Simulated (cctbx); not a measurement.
## Tb5Pb3N across an absorption edge

Space group P6_3/mcm (no. 193), a = 9.0670 Å, b = 9.0670 Å, c = 6.9340 Å, α = 90.00°, β = 90.00°, γ = 120.00°.

```
atom  mult.       x       y    z  Ueq (Å²)
 Pb1      6  0.4111  0.4111  3/4    0.0069
 Tb1      6  0.7867  0.7867  3/4    0.0077
 Tb2      4     1/3     2/3    0    0.0113
  N1      2       0       0    0    0.0249
```

The model is made up (kin elements in a known structure type, no relaxation), so it says nothing on whether the phase exists.

Calculated with cctbx: free-atom f′ and f″ from the Sasaki tables, no fine structure; amplitudes in electrons.

| E (eV) | F 1 2 2 | F 0 0 2 | F 0 1 2 | F 0 3 0 |
| --- | --- | --- | --- | --- |
| 6914 | 73.2 | 506.2 | 130.4 | 319.9 |
| 7264 | 71.9 | 501.4 | 121.1 | 313.1 |
| 7394 | 70.9 | 497.8 | 113.3 | 307.6 |
| 7454 | 69.9 | 494.5 | 105.7 | 302.3 |
| 7484 | 69.0 | 491.7 | 99.1 | 297.8 |
| 7499 | 68.1 | 488.7 | 91.9 | 292.9 |
| 7506 | 67.3 | 486.1 | 85.6 | 288.5 |
| 7510 | 66.4 | 483.2 | 78.8 | 283.9 |
| 7518 | 66.7 | 484.2 | 85.1 | 285.9 |
| 7522 | 67.8 | 487.5 | 92.5 | 291.3 |
| 7529 | 68.7 | 490.4 | 99.0 | 296.1 |
| 7544 | 69.6 | 493.5 | 106.1 | 301.2 |
| 7574 | 70.6 | 496.5 | 113.1 | 306.2 |
| 7664 | 71.7 | 500.0 | 121.9 | 312.4 |
| 7914 | 72.5 | 502.1 | 128.5 | 316.7 |

**Question.** Which edge is crossed, and why do the reflections move as they do?

The L3 edge of Tb. The edge is at 7514 eV. f′ of Tb falls from -11.9 e at 7394 eV to -19.1 e at 4 eV below it, and f″ steps from 3.66 to 10.59 e across it. Over that approach |F| changes by -6 % (1 2 2), -3 % (0 0 2), -30 % (0 1 2) and -8 % (0 3 0): a reflection falls where Tb scatters in phase with the total and rises where it scatters against it; it hardly moves where the Tb term is small or cancels by symmetry. Above the edge the larger f″ enters the imaginary part, where it can add to or cancel the other atoms' f″. The structure is centrosymmetric, so Friedel mates stay equal.

[Logs are printed without paths, hosts, clocks, repeated set-up lines and the standing remarks that a program may print on its own settings, such as how far it seeks lower states.]
